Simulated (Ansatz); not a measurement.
# BiN (model cell, started as zinc blende): a soft mode frozen in, part 3 of 3

Wanted: the energy along a soft mode of BiN (model cell, started as zinc blende) and the structure at the end.

Ansatz 0.2.0; DFT PBEsol, scalar-relativistic, plane waves, PAW.

So far. Step 4 (The mode frozen in, largest atomic shift 0.45 Å): The run ends at a pressure of -1.12 GPa, with forces up to 0.38 eV/Å. Step 5 (Energy along the mode, all amplitudes (two of the runs …): The lowest of the steps tried is at 0.45 Å, 8.98 meV/atom below the parent; the bottom of the well need not coincide with a step.

The structure was built from a prototype and need not be the compound's stable phase.

## 6. Relaxing from the distorted cell (continued)

Relaxation path:

```
step  energy less that of the first step (eV)  largest force component (eV/Å)  pressure (GPa)  volume (Å³)
   1                                   0.0000                          0.3708           -1.12       164.60
   2                                  -0.1046                          0.3093            0.91       160.25
   3                                  -0.1420                          0.5338            0.23       158.02
   4                                  -0.2356                          0.2806           -0.45       160.62
   5                                  -0.2784                          0.0694            0.48       160.25
   6                                  -0.2883                          0.0859           -0.25       161.98
   7                                  -0.2917                          0.0125            0.11       161.93
   8                                  -0.2912                          0.0102           -0.11       162.35
   9                                  -0.2916                          0.0041            0.01       162.15
  10                                  -0.2916                          0.0003            0.00       162.16
 11*                                  -0.3303                          0.0067            0.26       162.16
  12                                  -0.3369                          0.0036            0.11       162.72
  13                                  -0.3368                          0.0010            0.00       163.02
 14*                                  -0.3388                          0.0011            0.01       163.02
  15                                  -0.3388                          0.0010            0.01       163.07
 16*                                  -0.3389                          0.0010            0.01       163.07
```

Relaxation steps marked * repeat the geometry before them on a plane-wave basis chosen anew for their cell, so energy and pressure can jump there.

Forces are held to the 8 operations that the run works with; a distortion that breaks them can't arise in this run.

```
     cell as run  before  after  change
           a (Å)   5.480  5.114  -6.7 %
           b (Å)   5.480  5.114  -6.7 %
           c (Å)   6.712  7.207  +7.4 %
           α (°)   65.91  69.22  +5.0 %
           β (°)   65.91  69.22  +5.0 %
volume (Å³/atom)   20.57  20.38  -0.9 %
```

The atoms that moved most (Å, as changes of fractional coordinates times the final cell):

```
atom      dx      dy      dz  length
  N7   0.000   0.222   0.000   0.222
  N8   0.000  -0.222   0.000   0.222
 Bi4   0.026   0.101  -0.026   0.108
 Bi3  -0.026   0.101   0.026   0.108
 Bi1   0.026  -0.101   0.026   0.108
 Bi2  -0.026  -0.101  -0.026   0.108
```

Final coordinates:

```cif
data_structure
_symmetry_space_group_name_H-M 'P 1'
_symmetry_Int_Tables_number 1
_cell_length_a 5.1145
_cell_length_b 5.1145
_cell_length_c 7.2073
_cell_angle_alpha 69.218
_cell_angle_beta 69.218
_cell_angle_gamma 90.000
_cell_volume 163.07
loop_
_atom_site_label
_atom_site_type_symbol
_atom_site_fract_x
_atom_site_fract_y
_atom_site_fract_z
_atom_site_occupancy
Bi1 Bi 0.47686 0.50686 0.01628 1
Bi2 Bi 0.00686 0.97686 0.01628 1
Bi3 Bi 0.24314 0.74314 0.48372 1
Bi4 Bi 0.77314 0.27314 0.48372 1
N5 N 0.62500 0.62500 0.25000 1
N6 N 0.12500 0.12500 0.25000 1
N7 N 0.43384 0.93384 0.63232 1
N8 N 0.81616 0.31616 0.86768 1
```

This step gave:

* pressure: 0.007527 GPa
* volume per atom: 20.38 Å³

The distorted start has space group I-42m; the relaxation ends in I-42m.

## 7. The new phase in its own primitive cell

The relaxed structure is symmetrised, reduced to its primitive cell and relaxed tightly, as its phonons need.

The input, input.yaml:

```yaml
crystal:
  lattice:
    - [-2.5572375259, 2.5572375259, 6.2342424061]
    - [2.5572375259, -2.5572375259, 6.2342424061]
    - [2.5572375259, 2.5572375259, -6.2342424061]
  atoms:
    - { symbol: Bi, position: [0.1181370117, 0.1181370117, 0.4699976969] }
    - { symbol: Bi, position: [0.6481393149, 0.6481393149, 0.5300023031] }
    - { symbol: Bi, position: [0.3518606851, 0.8818629883, 0.0] }
    - { symbol: Bi, position: [0.8818629883, 0.3518606851, 0.0] }
    - { symbol: "N", position: [0.5, 0.0, 0.5] }
    - { symbol: "N", position: [0.0, 0.5, 0.5] }
    - { symbol: "N", position: [0.691158793, 0.691158793, 0.0] }
    - { symbol: "N", position: [0.308841207, 0.308841207, 0.0] }
kpoints:
  mp_grid: { grid: [10, 10, 10] }
hamiltonian:
  xc: pbesol
scf:
  occupations: { method: methfessel_paxton, width: 0.2 }
output:
  forces: true
  stress: true
  eigenvalues: true
relax:
  adjacent_minimum: "off"
  f_tol: 0.001
  max_steps: 60
  cell: { stress_tol: 0.01 }
```

Command:

```bash
> ansatz run input.yaml --threads 4 --pin off --max-ram 7168MiB --backend cpu --events-out ev --progress --plain --runs-dir out
```

Numbers of over 12 decimals in the logs are rounded to 6 here.

The program printed:

```text
[...]
Crystal: 8 atoms, lattice volume = 163.074 Å³
Basis set: ecut = 420 eV, 3109 PW (Γ), exchange–correlation on 100×100×100 points (8 copies of the dense FFT grid, shifted against one another)
Bands: 48, of which v1, the nominal top of the filled ones, is band 40 counted from 1 (39 counted from 0)
Symmetry: 8 space group operations
[...]
- [2.557211, 2.557211, -6.234796]
  atoms:
    - { symbol: Bi, position: [0.118133, 0.118133, 0.470004] }
    - { symbol: Bi, position: [0.648128, 0.648128, 0.529996] }
    - { symbol: Bi, position: [0.351872, 0.881867, 0.0] }
    - { symbol: Bi, position: [0.881867, 0.351872, 0.0] }
    - { symbol: N, position: [0.500000, 0, 0.500000] }
    - { symbol: N, position: [0, 0.500000, 0.500000] }
    - { symbol: N, position: [0.691160, 0.691160, 0] }
    - { symbol: N, position: [0.308840, 0.308840, 0] }
[key lines of the parts left out:]
SCF converged after 5 iterations
Free energy (F): -50475.938015 eV
Fermi energy:    9.590231 eV
P = ⅓ Tr σ = -0.0017 GPa (-0.017 kbar)
```

It took 83 s on 4 threads of Arm Neoverse V1, shared host; peak memory 0.93 GiB.

Little changed from the start: no atom moved by 0.005 Å and no cell edge by 0.1 %.

Numbers from this step:

```yaml
pressure: -0.001672 GPa
volume_per_atom: 20.39 Å³
```

The largest force component left is 0.39 meV/Å and the pressure is -0.002 GPa, within the tolerances set. The cell now holds 20.39 Å³/atom.

## 8. The phases reached

The phases reached along the modes that were followed are set side by side.

Energies are those of the first relaxation, on the mesh of the frozen mode; space group, volume and gap are those of the last relaxation. Phases, by row:

```
                   mode frozen in  space group  energy from parent (meV/atom)  volume (Å³/atom)  gap on mesh (eV)  lowest zone-centre optical mode (cm⁻¹)  largest shift (Å)
                           parent        F-43m                              0             20.57                 0                                       –                  –
   q = (0, -0.5, -0.5), 107i cm⁻¹         Pmmn                         -256.6             19.37             0.168                                    94.4              1.545
   q = (0, -0.5, -0.5), 107i cm⁻¹       C222_1                         -72.61                19                 0                                    57.5              0.422
   q = (0, -0.5, -0.5), 107i cm⁻¹         Pmmn                         -256.6             19.38             0.168                                    94.4              1.544
q = (0.25, -0.5, -0.25), 80i cm⁻¹        I-42m                         -51.66             20.39                 0                                       –              0.734
```

## 9. Results

| Property | Result |
| --- | --- |
| unstable mode of the parent | q = (0.25, -0.5, -0.25), 80i cm⁻¹ |
| depth at the lowest point sampled | 8.98 meV/atom |
| largest atomic shift at that point | 0.45 Å |
| space group reached (within 0.01 Å) | I-42m |
| energy gained over the parent (first relaxation, on the mesh of the frozen mode) | 51.7 meV/atom |
| volume per atom, phase reached | 20.4 Å³ |

In words: Along this mode the structure falls into I-42m, 51.7 meV/atom below the parent. At the parent's cell the well is 8.977 meV/atom deep on the steps tried, with its lowest point at a shift of 0.45 Å. Relaxing atoms and cell changes the gain by +42.68 meV/atom against the lowest step (energies at zero smearing). Most of the total comes from this relaxation. The modes of the phase reached were not computed on this path. Of the 4 patterns followed to their end from this parent, this one ends 205 meV/atom above the lowest, Pmmn. Each path keeps the symmetry of its pattern, so a lower phase may lie along a pattern not tried. With no gap, or one that is small against the smearing, the frequencies hang on the k mesh and the smearing, most of all near Kohn anomalies. Spin-orbit coupling is left out, which can matter for the heavy elements here. A phonon run warned that its eigensolver left some bands unconverged in a pass. The starting cell was built on a prototype and not taken from a measurement, so the phase need not exist.

[Logs are printed without paths, hosts, clocks, repeated set-up lines and the standing remarks that a program may print on its own settings, such as how far it seeks lower states.]

[Hosts, paths, dates, database ids (printed as entryN), source tags and the programs' standing remarks are cut or masked in the printed files.]
